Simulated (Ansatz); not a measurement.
## Quasiparticle gap of GaAs (F-43m)

Aim: the quasiparticle gap of GaAs (F-43m), starting from PBE.

Method: PBE, then G0W0 on it, plane waves, PAW, in Ansatz 0.2.0.

**Experimental background.**

- Gap 1.51 eV: band-edge emission energy from PL (direct gap at Gamma); photoluminescence, 633 nm excitation; 77 K; bulk crystal (MBE GaAs matrix around a thin InAs wetting layer on semi-insulating GaAs (100)) (“Photoluminescence of InAs/GaAs quantum dots under direct two-photon excitation”, 2020, pmc:7331710).

- Gap 1.418 ± 0.005 eV: direct gap E0 at Gamma from PR; modulated photoreflectance, low-field lineshape fit; 300 K; bulk crystal (semi-insulating GaAs(001) reference substrate) (“Evidence of valence band perturbations in GaAsN/GaAs(001): A combined variable-angle spectroscopic ellipsometry and modulated photoreflectance investigation”, 2008, arxiv:0805.2212).

- Gap 1.42 eV: fundamental direct gap E0 at Gamma, seen as sharp points in Psi and Delta; spectroscopic ellipsometry; 300 K; bulk crystal (semi-insulating GaAs (100) substrate) (“Ellipsometric study of the Electronic Structure of GaMnAs and LT-GaAs”, 2004, arxiv:cond-mat/0404304).

- Gap 1.412 ± 0.01 eV: direct gap E0 at Gamma from ellipsometry; variable-angle spectroscopic ellipsometry, parametric critical-point fit; 300 K; bulk crystal (semi-insulating GaAs(001) reference substrate with native oxide) (“Evidence of valence band perturbations in GaAsN/GaAs(001): A combined variable-angle spectroscopic ellipsometry and modulated photoreflectance investigation”, 2008, arxiv:0805.2212).

### Step 1. The structure

It takes space group F-43m (No. 216, cubic). The conventional cell has a = 5.654 Å, b = 5.654 Å, c = 5.654 Å, α = 90.00°, β = 90.00°, γ = 90.00°. Ga has 4 As at 2.45 Å nearest. Nearest to As lie 4 Ga at 2.45 Å. Farther neighbours are not listed.

The cell and positions come from the Crystallography Open Database and are kept as given unless a step says otherwise. The default PAW set here is soft_2. Its files were made with PBE.

### Step 2. The PBE band structure

Levels along a band path and on the mesh show where this functional puts the band edges.

This step: DFT, PBE, plane waves, PAW.

input.yaml

```yaml
crystal:
  lattice:
    - [0.0, 2.82685, 2.82685]
    - [2.82685, 0.0, 2.82685]
    - [2.82685, 2.82685, 0.0]
  atoms:
    - { symbol: Ga, position: [0.0, 0.0, 0.0] }
    - { symbol: As, position: [0.25, 0.25, 0.25] }
kpoints:
  mp_grid: { grid: [8, 8, 8] }
  band_path:
    path:
      - [[0.0, 0.0, 0.0], [-0.5, -0.5, 0.0], [-0.375, -0.375, 0.25]]
      - [[-0.375, 0.0, 0.375], [0.0, 0.0, 0.0], [0.0, 0.0, 0.5], [-0.5, -0.25, 0.25], [-0.5, -0.5, 0.0]]
    npoints: 10
hamiltonian:
  xc: pbe
scf:
  occupations: { method: fermi_dirac, width: 0.02 }
  n_extra_bands: 4
output:
  eigenvalues: true
  write_density: true
  write_potential: true
  elf: true
  volumetric_format: npy
```

Started as:

```
$ ansatz run input.yaml --threads 2 --pin off --max-ram 92160MiB --backend cuda --events-out ev --progress --plain --runs-dir out --devices 1 --max-vram 13GiB  # rebuilt from the run's record
```

Numbers of over 12 decimals in the logs are rounded to 6 here.

What it wrote:

```text
scf.n_extra_bands = 4 over 14 filled bands (N_el = 28.0): the run solves 18 bands
GPUs: using 1 of 1 available (devices: 1).
Engine: ansatz 0.2.0, x86_64-unknown-linux-gnu
Pseudopotentials: kind: paw
Pseudopotential: Ga, paw, valence charge 13, recommended cutoff 420 eV (normal), Ga.paw.azcp
Pseudopotential: As, paw, valence charge 15, recommended cutoff 420 eV (normal), As.paw.azcp
Functional definition: PBE
  parameter kappa = 0.804
  parameter beta = 0.066725
  exchange = pbe_x(kappa = kappa, mu = beta*pi^2/3)
  correlation = pbe_c(beta = beta)
device memory: the entry about to start is reckoned to put 0.8 GiB on a device that reports 54.8 GiB free (of which the cap on the GPU budget leaves the run 13.0 GiB)
GPU FFT provider: cuFFT
GPU libraries: cuBLAS 13.8.2, cuFFT 12.4.0, cuSOLVER 12.3.4
Crystal: 2 atoms, lattice volume = 45.179 Å³
Basis set: ecut = 420 eV, 893 PW (Γ)
Bands: 18, of which v1, the nominal top of the filled ones, is band 14 counted from 1 (13 counted from 0)
Symmetry: 24 space group operations
Space group: F-43m (ITA 216), of the structure as read, at distance tolerance 3.6e-5 Å
k-points: 29 of 512 (time reversal used)
Non-local potential: Ga, projectors of the file, l = 0: 2, l = 1: 2, l = 2: 3, l = 3: 1
Non-local potential: As, projectors of the file, l = 0: 2, l = 1: 2, l = 2: 3, l = 3: 1
PAW form: soft (Blöchl's): semilocal exchange-correlation on the pseudo side does not see the compensation charge
PAW one-centre angular grid: Ga, 590 points (default); XC on 64 Gauss nodes
PAW one-centre angular grid: As, 590 points (default); XC on 64 Gauss nodes
Initial density: superposition of atomic densities (neutral atoms: chi_scale 0, normalization atom), corrected by the library's trained network
Initial wavefunctions: pseudopotential atomic-orbital guess
GPU buffer pool allocated for 19683 grid points (all kernels)
GPU transforms: local potential and band sums: pruned to the plane-wave sphere, on 25×27×27
Functional: x = pbe(κ = 0.804, μ = 0.219515), c = pbe(β = 0.066725)
SCF iter   1: F=—  HF=-8639.834829 eV  |F-HF|=—  |Δ(HF+E_count)|=         —  Δρ=1.79e-3  dr2=2.41e-3  ethr=1.77e-3  ⟨swp⟩=6.0  Hψ=2458  notcnv=0
preconditioner: auto → none  [insulator: Δε(μ)=0.507 eV  Ē_g=15.490 eV  σ=0.020 eV  W_gap=1.00  n_scr=14 (ndim 8)  ℏωp=23.4 eV  f_vac=0.086  D(μ)=0.00/eV (n_scr^D=0)  ε∞_Penn≈3.3]
SCF iter   2: F=—  HF=-8639.834011 eV  |F-HF|=—  |Δ(HF+E_count)|=   8.18e-4  Δρ=8.49e-4  dr2=2.93e-4  ethr=8.59e-6  ⟨swp⟩=2.0  Hψ=1131  notcnv=0
SCF iter   3: F=—  HF=-8639.833955 eV  |F-HF|=—  |Δ(HF+E_count)|=   5.62e-5  Δρ=2.59e-4  dr2=3.61e-5  ethr=1.05e-6  ⟨swp⟩=2.0  Hψ=831  notcnv=0
SCF iter   4: F=—  HF=-8639.834040 eV  |F-HF|=—  |Δ(HF+E_count)|=   8.50e-5  Δρ=1.34e-4  dr2=1.09e-5  ethr=1.29e-7  ⟨swp⟩=2.2  Hψ=754  notcnv=0
SCF iter   5: F=—  HF=-8639.834047 eV  |F-HF|=—  |Δ(HF+E_count)|=   7.34e-6  Δρ=3.78e-5  dr2=7.18e-7  ethr=3.91e-8  ⟨swp⟩=2.0  Hψ=638  notcnv=0
SCF iter   6: F=-8639.834048 eV  HF=-8639.834048 eV  |F-HF|=2.88e-9  |Δ(HF+E_count)|=   5.18e-7  Δρ=5.80e-6  dr2=2.20e-8  ethr=3.57e-10  ⟨swp⟩=4.0  Hψ=1935  notcnv=0
SCF 1 converged in 6 iterations: F = -8639.834048 eV  dr2 = 2.20e-8
  greatest PAW one-centre occupation: 0.999 electrons in one spin orbital (limit 2), on the As atom at site 1 (counted from 0), in its partial waves of l = 2
device memory: the entry about to start is reckoned to put 1.0 GiB on a device that reports 54.7 GiB free (of which the cap on the GPU budget leaves the run 13.0 GiB)
NSCF: frozen V_eff on 62 k-points, pencils in batches of 32, up to order 80
SCF converged after 6 iterations
Free energy (F): -8639.834048 eV
Harris-Foulkes:  -8639.834048 eV  (|F-HF|=2.88e-9)
Internal energy: -8639.834048 eV  (E = F + TS)
E sigma→0 (E₀):  -8639.834048 eV
Fermi energy:    8.452878 eV
--- Per-component energies (eV) ---
  E_band       = -311.945886
  E_kinetic    = 219.488377
  E_local      = -3915.503600  (includes V_loc(G=0)·N_el)
  E_nonlocal   = -245.780639
  E_hartree    = 1973.459660
  E_xc         = -148.501260
  E_vxc        = -137.536837  (∫ρ·V_xc dr)
  E_paw        = -3824.268661  (= ΣΔE_a)
  E_vpaw       = -179.534134  (= ΣTr[D̂ρ^β])
  E_aug_tail   = -0.000138  (compensation charges beyond the density's cutoff)
  E_ewald      = -2698.727786
  E_smearing   = -0.000000  (= −TS)
  E_closure    = -0.000000  (closes the sum)
  Σ components = -8639.834048   (vs F -8639.834048, Δ=0.00e0)
--- Band table (eV; the first three rows and the last of 29) ---
  k-point 0: bands = [... 10 lower, -4.5435, 8.1841, 8.1841, 8.1841, 8.6996, 11.9233, 11.9233, 11.9233]
  k-point 1: bands = [... 10 lower, -4.3607, 6.2225, 7.9485, 7.9485, 9.7759, 12.2707, 12.2707, 12.3830]
  k-point 2: bands = [... 10 lower, -3.8508, 4.0492, 7.5071, 7.5071, 9.6371, 12.7887, 12.7887, 14.1408]
  k-point 28: bands = [... 10 lower, -1.9853, 1.5602, 4.6533, 4.8464, 12.8072, 12.9081, 13.5996, 14.2334]
```

It took 6.2 s on 1 × NVIDIA H100 80GB HBM3 (shared by 6 runs) with 2 threads of AMD EPYC 7R13 (Zen 3), shared host; peak memory 0.92 GiB.

In the SCF lines HF is the Harris–Foulkes energy and dr2 the Hartree energy of the density residual, in eV; the loop may stop once dr2 is under the threshold and the program's other checks hold. Hψ counts applications of the Hamiltonian.

Numbers from this step:

```yaml
filled_bands: 14
gap: 0.5155 eV
valence_top_at: Γ
conduction_bottom_at: Γ
least_direct_gap: 0.5155 eV
```

Over mesh and path the gap is 0.516 eV, direct, at k = Γ.

Electronic bands along the path, in eV, zero at the top of the highest nominally filled band:

```
    point  band 11  band 12  band 13  band 14  band 15  band 16  band 17  band 18
        Γ   -12.73     0.00     0.00     0.00     0.52     3.74     3.74     3.74
  halfway   -11.80    -4.09    -1.69    -1.69     1.99     3.27     6.61     6.61
        X   -10.23    -6.81    -2.67    -2.67     1.47     1.66    10.17    10.17
  halfway   -10.22    -6.76    -3.20    -2.57     1.66     2.57     9.21     9.42
        U   -10.26    -6.62    -3.85    -2.26     1.97     4.64     7.96     8.07
jump to K   -10.26    -6.62    -3.85    -2.26     1.97     4.64     7.96     8.07
  halfway   -11.72    -4.55    -2.44    -0.68     2.69     4.77     4.81     5.65
        Γ   -12.73     0.00     0.00     0.00     0.52     3.74     3.74     3.74
  halfway   -12.03    -4.13    -0.68    -0.68     1.45     4.60     4.60     5.96
        L   -10.96    -6.63    -1.14    -1.14     1.00     4.64     4.64     7.76
  halfway   -10.62    -6.48    -3.22    -1.93     3.03     4.17     6.35     7.69
        W   -10.17    -6.62    -3.53    -3.34     4.62     4.72     5.42     6.05
  halfway   -10.20    -6.72    -3.14    -3.04     2.56     2.76     8.15     8.35
        X   -10.23    -6.81    -2.67    -2.67     1.47     1.66    10.17    10.17
```

The electronic bands as a text plot (rows in eV, shown from -8.0 to 3.7 only):

```
    3.5 |+++ +++        +             ++               ++   +
    3.0 |   +   +              +                      +      +
    2.5 |   +++  +     +    +++ ++                   +        +
    2.0 |  +   +  +++ +  +++      ++                +         ++
    1.5 |       +++++++++           +    +++++     +           ++
    1.0 | +                          +  +     +++++
    0.6 |+                            ++
    0.1 |**                         ******
   -0.4 |  *                     ****   * **
   -0.9 | * *                  ** ** *      ******
   -1.4 |  * **              **          *        ***
   -1.9 |      **          **    *  *              * **
   -2.4 |   *    ***   ****     *         *         *  **
   -2.9 |           ***        *  **                 *        ***
   -3.4 |    **        **    **            *          ** *****
   -3.8 |      *         ****    *                      **
   -4.3 |                       *           *
   -4.8 |       *                            *
   -5.3 |                      *
   -5.8 |        *           **               *
   -6.3 |         **       **                  **    ****
   -6.8 |           *******                      ****    ********
   -7.3 |
   -7.8 |
         Γ           X  U|K            Γ         L        W     X
```

Electrostatic potential energy in the ac plane of a cell with a along [110], b along [-110] and c along [001] of the cube at fractional y = 0.000, with atoms of Ga and As within 0.2 Å of it. With pseudopotentials it is smooth inside the atoms' cores, unlike the true potential.

Values in eV, 8 rows by 16 columns, each cell a mean:
```
-14  -8   4   0  -1   3  -3 -13 -14  -8   4   0  -1   3  -3 -13
  4   6  -5   5   9  -6   4   5   4   6  -5   5   9  -6   4   5
 11   9  -3   0   4  -5   7  11  11   9  -3   0   4  -5   7  11
 12  11   9   4   3   8  11  12  12  11   9   4   3   8  11  12
 12  12  12  11  11  12  12  12  12  12  12  11  11  12  12  12
 11  11  12  12  12  12  11  11  11  11  12  12  12  12  11  11
 -1   5  10  11  12  11   7   0  -1   5  10  11  12  11   7   0
-14 -10   6  10  11   8  -5 -14 -14 -10   6  10  11   8  -5 -14
```
Columns run along a (8.0 Å; values clipped at the 3rd and 97th percentile), rows up along c (5.7 Å), edges of the conventional cell, whose origin can differ from the input's. Atoms in or near the plane, at fractional coordinates: Ga at (0.50, 0.00), Ga at (0.00, 0.00), As at (0.75, 0.75), As at (0.25, 0.75).

ELF in the ac plane of a cell with a along [110], b along [-110] and c along [001] of the cube at fractional y = 0.000, with atoms of Ga and As within 0.2 Å of it. It is the smooth field of the valence electrons, not physical close to the nuclei.

Ten even steps from '0' (0.01) to '9' (0.74), each cell a mean:
```
0147988852001479888520
2369988984223699889842
3599645897435996458974
3688422797436884227974
1478634775214786347752
0257878863002578788630
0025788641000257886410
0002455310000024553100
0000111000000001110000
0000000000000000000000
2100000001221000000012
3321000012333210000123
3332000123333320001233
1233212233112332122331
1134555532011345555320
```
Columns run along a (8.0 Å), rows up along c (5.7 Å), edges of the conventional cell, whose origin can differ from the input's. Atoms in or near the plane, at fractional coordinates: Ga at (0.50, 0.00), Ga at (0.00, 0.00), As at (0.75, 0.75), As at (0.25, 0.75).

(Part 1 of 2 ends here.)

[Paths, hosts, dates, memory and timing lines, banners, echoed tables and standing remarks are left out of the program output.]

[Logs are printed without paths, hosts, clocks, repeated set-up lines and the standing remarks that a program may print on its own settings, such as how far it seeks lower states.]

[Runs of the session that timed out or met a known fault of the program may be left out.]

[Cells called generated may have been cut or substituted from an entry of the Crystallography Open Database or the Materials Project.]

[Hosts, paths, dates, database ids (printed as entryN), source tags and the programs' standing remarks are cut or masked in the printed files.]

[Where an RPA ε∞ is given, it is that of the G0W0 mesh and is not shown converged in it. Names of k-points follow the symmetry that the program found, which can be lower than the space group named. Band edges on a path are those of the sampled points; other points can move an edge, and change direct to indirect where valleys lie close.]

[Hybrid gaps are those of their k-mesh and are not shown converged in it.]
